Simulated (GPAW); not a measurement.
Consider zinc-blende (GaP)1-x(InP)x, x = 0.125.

```xyz
16
Lattice="0.0000 5.5033 5.5033 5.5033 0.0000 5.5033 5.5033 5.5033 0.0000" Properties=species:S:1:pos:R:3 pbc="T T T"
Ga    0.0019    5.5040    5.5036
P     1.3783    1.3730    1.3771
Ga    2.7586    8.2494    5.5064
P     4.1789    4.0787    1.3268
Ga    2.7585    5.5013    8.2546
P     4.1274    1.3770    4.1290
Ga    5.5031    8.2480    8.2486
P     6.8892    4.1151    4.1200
Ga   10.9915    8.2458    8.2453
P     1.3097    4.0683    4.1714
In    2.7467    5.4951    2.7578
P     4.1784    6.9183    4.1801
Ga    8.2446    8.2551    5.4983
P     4.1252    4.1263    6.8679
Ga    5.5152    5.4917    5.4938
P     6.8301    6.9207    6.8269
```

Absorber: atom 2, with 4 Ga at 2.38 Å (tetrahedral). Method: GPAW, LDA, excited-electron core hole (neutral cell), 16-atom cell with 7.8 Å between holes, 4×4×4 k points, dipole transitions, Gaussian full width 0.9 eV up to 4 eV, rising linearly to 3.5 eV at 25 eV.

What does the P K edge look like?

Main maxima up to 24 eV above the zero (height): 1.5 eV (1.65), 3.9 eV (2.35), 6.8 eV (1.55) and 13.6 eV (0.96). A K edge sees empty p states on the absorber. The total-energy difference is 2147.25 eV. One term is added: -15.84 eV, since the hole is spin-paired here and a spin-polarised one costs that much less in the free atom (computed apart). The photon energy is then 2131.41 eV. The functional leaves an error in such absolute values: in the free atom LDA prices this hole 8.5 eV below PBE (computed apart), and PBE is itself good to a few eV.

The P K spectrum (energy from the bottom of the conduction band, which holds the excited electron; intensity scaled to a mean of 1 over the first 20 eV):

| E (eV) | isotropic | ε ∥ x | ε ∥ z |
| --- | --- | --- | --- |
| -2.00 | 0.00 | 0.00 | 0.00 |
| -1.25 | 0.00 | 0.00 | 0.00 |
| -0.50 | 0.00 | 0.00 | 0.00 |
| 0.25 | 0.17 | 0.17 | 0.17 |
| 1.00 | 1.18 | 1.18 | 1.19 |
| 1.75 | 1.53 | 1.52 | 1.53 |
| 2.50 | 1.24 | 1.24 | 1.24 |
| 3.25 | 1.35 | 1.36 | 1.34 |
| 4.00 | 2.29 | 2.33 | 2.28 |
| 4.75 | 1.22 | 1.22 | 1.22 |
| 5.50 | 0.89 | 0.89 | 0.89 |
| 6.25 | 1.19 | 1.20 | 1.19 |
| 7.00 | 1.52 | 1.52 | 1.52 |
| 7.75 | 1.04 | 1.04 | 1.04 |
| 8.50 | 1.02 | 1.01 | 1.02 |
| 9.25 | 0.93 | 0.93 | 0.93 |
| 10.00 | 0.75 | 0.75 | 0.75 |
| 10.75 | 0.71 | 0.71 | 0.71 |
| 11.50 | 0.77 | 0.77 | 0.77 |
| 12.25 | 0.85 | 0.85 | 0.85 |
| 13.00 | 0.93 | 0.94 | 0.93 |
| 13.75 | 0.96 | 0.96 | 0.96 |
| 14.50 | 0.88 | 0.89 | 0.88 |
| 15.25 | 0.80 | 0.81 | 0.80 |
| 16.00 | 0.78 | 0.78 | 0.78 |
| 16.75 | 0.79 | 0.79 | 0.79 |
| 17.50 | 0.78 | 0.78 | 0.78 |
| 18.25 | 0.74 | 0.74 | 0.74 |
| 19.00 | 0.71 | 0.71 | 0.71 |
| 19.75 | 0.71 | 0.71 | 0.72 |
| 20.50 | 0.72 | 0.72 | 0.72 |
| 21.25 | 0.70 | 0.70 | 0.70 |
| 22.00 | 0.68 | 0.68 | 0.68 |
| 22.75 | 0.69 | 0.68 | 0.69 |
| 23.50 | 0.75 | 0.75 | 0.75 |
| 24.25 | 0.83 | 0.83 | 0.83 |
| 25.00 | 0.87 | 0.87 | 0.87 |
| 25.75 | 0.86 | 0.86 | 0.86 |

The mesh is coarse (0.25 Å⁻¹ between points), so small maxima may be mesh ripples.

[Banner, clock and machine lines of the logs are left out without a mark of their own.]

[Logs are printed without paths, hosts, clocks, repeated set-up lines and the standing remarks that a program may print on its own settings, such as how far it seeks lower states.]

[Hosts, paths, dates, database ids (printed as entryN), source tags and the programs' standing remarks are cut or masked in the printed files.]

[Lists of maxima count a maximum above −3 eV only where it reaches 4 % of the highest in the window and stands out from its surroundings by 2 % of it (1.5 % where it reaches 55 %); shoulders and weaker maxima are passed over, and of the rest the first, up to two pre-edge ones and the few strongest are named.]
